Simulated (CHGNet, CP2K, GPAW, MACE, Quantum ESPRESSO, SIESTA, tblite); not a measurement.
## CP2K on glassy 86SiO2-5SrO-5ZnO-5MgO (mol %) (63 atoms): settings against a plane-wave reference

Wanted: CP2K inputs and outputs for glassy 86SiO2-5SrO-5ZnO-5MgO (mol %) (63 atoms), checked against a plane-wave reference.

Calculated with CP2K 2026.2; the method is named at each step.

## (1) The structure

The cell holds 63 atoms: 19 Si, 1 Sr, 1 Zn, 1 Mg and 41 O. Its edges and angles: a = 9.658 Å, b = 9.658 Å, c = 9.658 Å, α = 90.0°, β = 90.0°, γ = 90.0°. 63 atoms (19 Si, 1 Sr, 1 Zn, 1 Mg, 41 O) placed at random at 2.44 g/cm³, melted at 4000 K for 10 ps at fixed volume with the Morse and Coulomb pair potential with partial charges (Pedone, Malavasi, Menziani, Cormack and Segre, J. Phys. Chem. B 110, 11780 (2006)). Quenched from 4000 K to 300 K at 50 K/ps and fixed volume, held 10 ps at zero pressure. Then every atom was moved at random, 0.05 Å r.m.s. a Cartesian component.

The yardstick, on the same geometry:

| Quantity | Value |
| --- | --- |
| method | Kohn-Sham DFT, PBE, SSSP efficiency 1.3.0 pseudopotentials, plane waves (Quantum ESPRESSO 7.5); sssp-pbe-1.3.0-efficiency, cutoffs 60/480 Ry, Γ point |
| r.m.s. force component | 2.683 eV/Å |
| longest force | 12.65 eV/Å |
| pressure | 5.8 GPa |
| gap (highest filled to lowest empty level) | 2.472 eV |
| time | 2.1 min on 4 MPI ranks of Arm Neoverse V1, shared host |
| CPU time | 8.3 min |

## (2) PBE, DZVP-MOLOPT-SR, 1200/50 Ry, diagonalisation

Method: Kohn-Sham DFT, PBE, GTH-PBE pseudopotentials, Gaussian and plane waves, DZVP-MOLOPT-SR-GTH, diagonalisation.

Input file input.inp:

```
&GLOBAL
  PROJECT cell
  RUN_TYPE ENERGY_FORCE
  PRINT_LEVEL LOW
&END GLOBAL
&FORCE_EVAL
  METHOD QS
  STRESS_TENSOR ANALYTICAL
  &DFT
    BASIS_SET_FILE_NAME BASIS_MOLOPT
    POTENTIAL_FILE_NAME GTH_POTENTIALS
    &MGRID
      CUTOFF 1200
      REL_CUTOFF 50
      NGRIDS 5
    &END MGRID
    &QS
      EPS_DEFAULT 1.0E-12
    &END QS
    &SCF
      SCF_GUESS ATOMIC
      EPS_SCF 5.0E-06
      MAX_SCF 200
      ADDED_MOS 14
      &DIAGONALIZATION
        ALGORITHM STANDARD
      &END DIAGONALIZATION
      &SMEAR ON
        METHOD FERMI_DIRAC
        ELECTRONIC_TEMPERATURE [K] 580
      &END SMEAR
      &MIXING
        METHOD BROYDEN_MIXING
        ALPHA 0.3
        NBROYDEN 12
      &END MIXING
      &PRINT
        &RESTART OFF
        &END RESTART
      &END PRINT
    &END SCF
    &XC
      &XC_FUNCTIONAL PBE
      &END XC_FUNCTIONAL
    &END XC
    &PRINT
      &MULLIKEN ON
      &END MULLIKEN
      &HIRSHFELD ON
        SHAPE_FUNCTION DENSITY
      &END HIRSHFELD
      &MO ON
        EIGENVALUES T
        OCCUPATION_NUMBERS T
        MO_INDEX_RANGE 166 189
        &EACH
          QS_SCF 0
        &END EACH
        ADD_LAST NUMERIC
      &END MO
    &END PRINT
  &END DFT
  &SUBSYS
    &CELL
      A 9.65803 0.00000 0.00000
      B 0.00000 9.65803 0.00000
      C 0.00000 0.00000 9.65803
    &END CELL
    &TOPOLOGY
      COORD_FILE_NAME structure.xyz
      COORD_FILE_FORMAT XYZ
    &END TOPOLOGY
    &KIND Si
      BASIS_SET DZVP-MOLOPT-SR-GTH-q4
      POTENTIAL GTH-PBE-q4
    &END KIND
    &KIND Sr
      BASIS_SET DZVP-MOLOPT-SR-GTH-q10
      POTENTIAL GTH-PBE-q10
    &END KIND
    &KIND Zn
      BASIS_SET DZVP-MOLOPT-SR-GTH-q12
      POTENTIAL GTH-PBE-q12
    &END KIND
    &KIND Mg
      BASIS_SET DZVP-MOLOPT-SR-GTH-q10
      POTENTIAL GTH-PBE-q10
    &END KIND
    &KIND O
      BASIS_SET DZVP-MOLOPT-SR-GTH-q6
      POTENTIAL GTH-PBE-q6
    &END KIND
  &END SUBSYS
  &PRINT
    &FORCES ON
    &END FORCES
    &STRESS_TENSOR ON
    &END STRESS_TENSOR
  &END PRINT
&END FORCE_EVAL
```

Input file structure.xyz:

```xyz
63

Si 5.77483 1.73835 2.40070
Si 7.90065 7.49743 5.51966
Si 3.46105 0.09668 0.86410
Si 2.75051 5.03299 0.51670
Si 1.15829 2.42494 1.43354
Si 5.13962 3.87895 4.29502
Si 6.75135 6.12821 0.98377
Si 7.90645 3.03011 0.46919
Si 4.80757 0.39965 7.92944
Si 4.46713 3.55811 8.25597
Si 3.42290 8.91079 5.18240
Si 5.91516 6.15497 7.59730
Si 8.09324 0.30181 3.89170
Si 2.44986 3.72800 5.88541
Si 5.40299 6.78873 3.70743
Si 9.09555 8.11110 1.31098
Si 1.33059 1.59715 4.27899
Si 2.17113 7.09431 2.03137
Si 1.35280 6.70596 5.15343
Sr 8.46072 3.44512 6.22711
Zn 3.09665 7.64105 8.04166
Mg 8.07382 0.46832 8.53113
O 6.86589 0.99381 3.32449
O 0.64699 7.31876 1.47497
O 4.81540 5.34050 4.20337
O 6.52564 3.61944 4.98007
O 6.83624 6.98681 4.17459
O 2.91682 5.88918 1.81030
O 1.43287 2.44242 3.05300
O 2.75408 8.54456 1.71720
O 4.14658 4.08960 0.02386
O 5.74189 6.41902 2.09183
O 2.31242 0.37270 4.48587
O 6.20210 9.41812 8.10772
O 7.19620 6.53907 6.75879
O 4.74837 6.92162 6.95813
O 9.38036 1.07330 4.31511
O 7.90075 2.70763 8.53895
O 5.02160 2.93411 3.08729
O 2.65625 6.11199 9.01519
O 9.43464 6.92046 5.46461
O 1.69218 3.81569 0.71469
O 4.41015 8.00216 4.23398
O 5.51860 4.54797 7.42712
O 2.95796 3.76586 7.58590
O 1.34643 2.58710 5.75223
O 4.68328 0.73391 1.63057
O 1.75361 7.05857 3.74490
O 2.25602 7.93243 5.95331
O 2.13085 1.18543 0.95257
O 7.77858 7.21339 1.20358
O 1.81986 5.20549 5.70509
O 6.02429 6.31490 9.16470
O 7.45252 4.66860 0.90670
O 7.94740 8.99143 5.17535
O 4.00760 9.63021 6.48054
[... 3 atom lines left out ...]
O 9.14133 9.12771 0.10363
O 4.80806 2.01785 8.21715
O 6.76738 2.17151 1.15645
O 9.31333 2.39336 1.02955
```

Command:

```
$ OMP_NUM_THREADS=2 cp2k.psmp -i input.inp > output.txt
```

Numbers of over 12 decimals in the logs are rounded to 6 here.

The log of the run:

```text
CP2K| version string:                                       CP2K version 2026.2
 CP2K| Input file name                                                 input.inp
 GLOBAL| Basis set file name                                        BASIS_MOLOPT
 GLOBAL| Potential file name                                      GTH_POTENTIALS
 GLOBAL| Run type                                                   ENERGY_FORCE
 GLOBAL| Total number of message passing processes                             1
 GLOBAL| Number of threads for this process                                    2
 TOTAL NUMBERS AND MAXIMUM NUMBERS
  Total number of            - Atomic kinds:                                   5
                             - Atoms:                                         63
                             - Shell sets:                                    63
                             - Shells:                                       318
                             - Primitive Cartesian functions:                300
                             - Cartesian basis functions:                    894
                             - Spherical basis functions:                    828
  Maximum angular momentum of- Orbital basis functions:                        3
                             - Local part of the GTH pseudopotential:          2
                             - Non-local part of the GTH pseudopotential:      4
 SCF PARAMETERS         Density guess:                                    ATOMIC
                        max_scf:                                             200
                        eps_scf:                                        5.00E-06
                        added MOs                                        14    0
                        Mixing method:                            BROYDEN_MIXING
                                                charge density mixing in g-space
                        Smear method:                                FERMI_DIRAC
                        Electronic temperature [K]:                        580.0
                        Electronic temperature [a.u.]:                  1.84E-03
                        Accuracy threshold:                             1.00E-10
 Extrapolation method: initial_guess
 Number of electrons:                                                        354
 Number of occupied orbitals:                                                177
 Number of molecular orbitals:                                               191
 Number of orbital functions:                                                828
 Number of independent orbital functions:                                    828
 SCF WAVEFUNCTION OPTIMIZATION
  Step     Update method      Time    Convergence         Total energy    Change
     1 NoMix/Diag. 0.30E+00    7.4     1.97215238      -890.3302083207 -8.90E+02
     2 Broy./Diag. 0.30E+00    9.1     0.29727614      -822.8870191678  6.74E+01
     3 Broy./Diag. 0.30E+00    9.1     0.11279662      -877.5430173380 -5.47E+01
     4 Broy./Diag. 0.30E+00    9.3     0.02959464      -890.4899306102 -1.29E+01
[...]
13 Broy./Diag. 0.30E+00   10.1     0.00001666      -889.2979771657  1.04E-04
    14 Broy./Diag. 0.30E+00   10.5     0.00000370      -889.2979647304  1.24E-05
  *** SCF run converged in    14 steps ***
  Electronic density on regular grids:       -354.0000000000        0.0000000000
  Core density on regular grids:              353.9999999998       -0.0000000002
  Total charge density on r-space grids:       -0.0000000002
  Total charge density g-space grids:          -0.0000000002
  Overlap energy of the core charge distribution:               2.91907e-06
  Self energy of the core charge distribution:              -2182.243094
  Core Hamiltonian energy:                                    621.624774
  Hartree energy:                                             864.602403
  Exchange-correlation energy:                               -193.282051
  Electronic entropic energy:                                  -4.59e-12
  Fermi energy:                                                 0.147192
  Total energy:                                              -889.297965
  Total energy (extrapolated to T->0):                       -889.297965
 MO| EIGENVALUES AND OCCUPATION NUMBERS
 MO|
 MO|  Index      Eigenvalue [a.u.]        Eigenvalue [eV]             Occupation
 MO|    166               0.050564               1.375908               2.000000
 MO|    167               0.054284               1.477156               2.000000
 MO|    168               0.057602               1.567443               2.000000
[...]
MO|    188               0.308851               8.404263               0.000000
 MO|    189               0.317175               8.630782               0.000000
 MO| Sum:                                                             354.000000
 MO| E(Fermi):            0.147192 a.u.          4.005293 eV
 !-----------------------------------------------------------------------------!
                     Mulliken Population Analysis
 #  Atom  Element  Kind  Atomic population                           Net charge
       1     Si       1          3.099257                              0.900743
       2     Si       1          3.072943                              0.927057
       3     Si       1          3.098971                              0.901029
[...]
62     O        5          6.401174                             -0.401174
      63     O        5          6.412599                             -0.412599
 # Total charge                            354.000000                  0.000000
 !-----------------------------------------------------------------------------!
 !-----------------------------------------------------------------------------!
                           Hirshfeld Charges
  #Atom  Element  Kind  Ref Charge     Population                    Net charge
      1       Si     1       4.000          3.406                         0.594
      2       Si     1       4.000          3.384                         0.616
      3       Si     1       4.000          3.447                         0.553
[...]
62       O      5       6.000          6.280                        -0.280
     63       O      5       6.000          6.260                        -0.260
  Total Charge                                                            0.000
 !-----------------------------------------------------------------------------!
 ENERGY| Total FORCE_EVAL ( QS ) energy [hartree]           -889.298010
 FORCES| Atomic forces [hartree/bohr]
 FORCES|   Atom     x               y               z               |f|
 FORCES|      1  1.32050033E-02 -6.70363582E-03 -5.95770185E-02   6.13899990E-02
 FORCES|      2 -6.09933023E-02 -1.15000876E-01 -1.65024999E-02   1.31216298E-01
 FORCES|      3 -8.73123965E-02  4.35823642E-02  9.21208341E-02   1.34198082E-01
[...]
FORCES|     62 -3.15573401E-02 -1.86640655E-02  1.59450997E-02   3.99807361E-02
 FORCES|     63 -3.37564723E-02 -4.34906215E-04  6.31805059E-03   3.43453975E-02
 FORCES| Sum     3.79709526E-03 -2.33964910E-03  6.61651368E-03
 FORCES| Total atomic force                                       7.97935734E-03
 STRESS| Analytical stress tensor [bar]
 STRESS|                        x                   y                   z
 STRESS|      x        5.29050081031E+04   1.00912204343E+04   6.64259039492E+03
 STRESS|      y        1.00912204343E+04   6.16107786460E+04  -2.95145605102E+03
 STRESS|      z        6.64259039492E+03  -2.95145605102E+03   5.24398138976E+04
 STRESS| 1/3 Trace                                             5.56518668822E+04
```

Elapsed: 2.7 min, on 2 threads of Arm Neoverse V1, shared host; peak memory 8 GiB; 4.6 min of CPU time.

Banners, paths, timers and routine set-up lines are dropped from the logs unmarked, and long logs keep their key lines alone; longer cuts are marked.

Against the reference:

* r.m.s. force component: 2.609 eV/Å
* r.m.s. difference of force components: 148.5 meV/Å
* longest difference of force vectors: 679 meV/Å
* force difference over r.m.s. force: 5.534 %
* slope of forces against the reference's: 0.9715
* correlation of force components: 0.9988
* gap (highest filled to lowest empty level): 2.442 eV
* gap difference: -0.0302 eV
* pressure: 5.565 GPa
* pressure difference: -0.2345 GPa

Length of the force difference by element (eV/Å):

| element | atoms | mean | most |
| --- | --- | --- | --- |
| Mg | 1 | 0.37 | 0.37 |
| O | 41 | 0.18 | 0.54 |
| Si | 19 | 0.31 | 0.68 |
| Sr | 1 | 0.12 | 0.12 |
| Zn | 1 | 0.14 | 0.14 |

Levels nearest the highest filled one (eV from it): -1.41, -1.31, -1.22, -1.15, -1.05, -0.88, -0.79, -0.75, -0.66, -0.59, -0.39, 0.00, 2.44, 3.42, 4.06, 4.36, 4.44, 4.88, 5.00, 5.15, 5.23, 5.38, 5.62, 5.85.

Local excerpt of 10 atoms (numbers count through the whole input) about O46, which has 3 bonded neighbours where the commonest count for O is 2; x, y, z are measured from there.

| atom | x | y | z | distance (Å) | bonds | Hirshfeld charge (e) | Fx | Fy | Fz (eV/Å) |
| --- | --- | --- | --- | --- | --- | --- | --- | --- | --- |
| O46 | 0.00 | 0.00 | 0.00 | 0.00 | 3 | -0.27 | -1.92 | -1.93 | -2.13 |
| Si14 | 1.10 | 1.14 | 0.13 | 1.59 | 4 | 0.51 | 3.95 | 1.48 | 4.75 |
| Si17 | -0.02 | -0.99 | -1.47 | 1.78 | 4 | 0.56 | -2.19 | -2.68 | 5.50 |
| O57 | 2.41 | 0.73 | -0.68 | 2.61 | 2 | -0.29 | -0.30 | -0.47 | -0.23 |
| O37 | -1.62 | -1.51 | -1.44 | 2.64 | 2 | -0.28 | 2.72 | 3.57 | 2.16 |
| O52 | 0.47 | 2.62 | -0.05 | 2.66 | 2 | -0.26 | -1.52 | 1.37 | -0.79 |
| O29 | 0.09 | -0.14 | -2.70 | 2.70 | 2 | -0.26 | 0.45 | 3.53 | -3.62 |
| O45 | 1.61 | 1.18 | 1.83 | 2.71 | 2 | -0.32 | -1.22 | -0.76 | -3.35 |
| Sr20 | -2.54 | 0.86 | 0.47 | 2.73 | 3 | 0.69 | -1.09 | 0.66 | 0.21 |
| O33 | 0.97 | -2.21 | -1.27 | 2.73 | 2 | -0.27 | 2.14 | -1.36 | -0.08 |

Forces lie 5.5 % from the reference's, at 0.56 times its CPU time (on 2 against 4 cores).

## (3) PBE, DZVP-MOLOPT-SR, 1200/50 Ry, TRS4 filter 1e-03, SCF 1e-04

Method: Kohn-Sham DFT, PBE, GTH-PBE pseudopotentials, Gaussian and plane waves, DZVP-MOLOPT-SR-GTH, linear-scaling purification of the density matrix.

Changes to input.inp since step 2:

```diff
@@ -17,26 +17,14 @@
     &QS
-      EPS_DEFAULT 1.0E-12
+      EPS_DEFAULT 1.0E-10
+      LS_SCF T
     &END QS
-    &SCF
-      SCF_GUESS ATOMIC
-      EPS_SCF 5.0E-06
-      MAX_SCF 200
-      ADDED_MOS 14
-      &DIAGONALIZATION
-        ALGORITHM STANDARD
-      &END DIAGONALIZATION
-      &SMEAR ON
-        METHOD FERMI_DIRAC
-        ELECTRONIC_TEMPERATURE [K] 580
-      &END SMEAR
-      &MIXING
-        METHOD BROYDEN_MIXING
-        ALPHA 0.3
-        NBROYDEN 12
-      &END MIXING
-      &PRINT
-        &RESTART OFF
-        &END RESTART
-      &END PRINT
-    &END SCF
+    &LS_SCF
+      PURIFICATION_METHOD TRS4
+      EPS_FILTER 1.0E-03
+      EPS_SCF 1.0E-04
+      MAX_SCF 60
+      S_PRECONDITIONER ATOMIC
+      MIXING_FRACTION 0.45
+      REPORT_ALL_SPARSITIES F
+    &END LS_SCF
     &XC
@@ -48,14 +36,2 @@
       &END MULLIKEN
-      &HIRSHFELD ON
-        SHAPE_FUNCTION DENSITY
-      &END HIRSHFELD
-      &MO ON
-        EIGENVALUES T
-        OCCUPATION_NUMBERS T
-        MO_INDEX_RANGE 166 189
-        &EACH
-          QS_SCF 0
-        &END EACH
-        ADD_LAST NUMERIC
-      &END MO
     &END PRINT
```

structure.xyz is that of step 2.

The log of the run:

```text
CP2K| version string:                                       CP2K version 2026.2
 CP2K| Input file name                                                 input.inp
 GLOBAL| Basis set file name                                        BASIS_MOLOPT
 GLOBAL| Potential file name                                      GTH_POTENTIALS
 GLOBAL| Run type                                                   ENERGY_FORCE
 GLOBAL| Total number of message passing processes                             1
 GLOBAL| Number of threads for this process                                    2
[... lines left out ...]
 Re-scaling the density matrix to get the right number of electrons
[... lines left out ...]
 SCF run converged in     9 steps.
[... lines left out ...]
      63     O        5          6.400662                             -0.400662
 # Total charge                            354.343442                 -0.343442
 !-----------------------------------------------------------------------------!
 ENERGY| Total FORCE_EVAL ( QS ) energy [hartree]           -889.156819
 FORCES| Atomic forces [hartree/bohr]
 FORCES|   Atom     x               y               z               |f|
 FORCES|      1  1.55759497E-02 -9.72824264E-03 -6.02541431E-02   6.29905602E-02
 FORCES|      2 -5.14200893E-02 -1.02030179E-01 -1.83470298E-02   1.15718609E-01
 FORCES|      3 -8.92637542E-02  4.41842636E-02  8.97955927E-02   1.34102630E-01
[...]
FORCES|     62 -3.18899722E-02 -1.76442261E-02  1.76978236E-02   4.05154538E-02
 FORCES|     63 -2.97802824E-02  1.31213846E-03  8.50559923E-03   3.09989055E-02
 FORCES| Sum     3.94337772E-03 -2.36426401E-03  6.97668803E-03
 FORCES| Total atomic force                                       8.35548611E-03
 STRESS| Analytical stress tensor [bar]
 STRESS|                        x                   y                   z
 STRESS|      x        6.23486141648E+04   8.04327540706E+03   6.05988276728E+03
 STRESS|      y        8.04327540706E+03   6.69405690984E+04  -3.35063467973E+03
 STRESS|      z        6.05988276728E+03  -3.35063467973E+03   5.82231985967E+04
 STRESS| 1/3 Trace                                             6.25041272866E+04
```

Run time: 1.8 min. Hardware: 2 threads; peak memory 3.6 GiB.

Against the reference:

- r.m.s. force component: 2.588 eV/Å
- r.m.s. difference of force components: 330.1 meV/Å
- longest difference of force vectors: 2508 meV/Å
- force difference over r.m.s. force: 12.31 %
- slope of forces against the reference's: 0.9578
- correlation of force components: 0.9928
- pressure: 6.25 GPa
- pressure difference: 0.4507 GPa
- energy less the same-level run's: 60.98 meV/atom
- r.m.s. force difference from the same-level run: 329.5 meV/Å

This is a coarse setting, run to see what it loses.

Against the first run (5.5 %), the force difference from the reference is 12 %, at 0.72 times the CPU time (9 SCF steps against 14).

(Continued in part 2 of 2.)

[Also dropped from logs without a mark: logging warnings of Python, and SIESTA's first energy breakdown and zero terms.]

[Logs are printed without paths, hosts, clocks, repeated set-up lines and the standing remarks that a program may print on its own settings, such as how far it seeks lower states.]

[Hosts, paths, dates, database ids (printed as entryN), source tags and the programs' standing remarks are cut or masked in the printed files.]
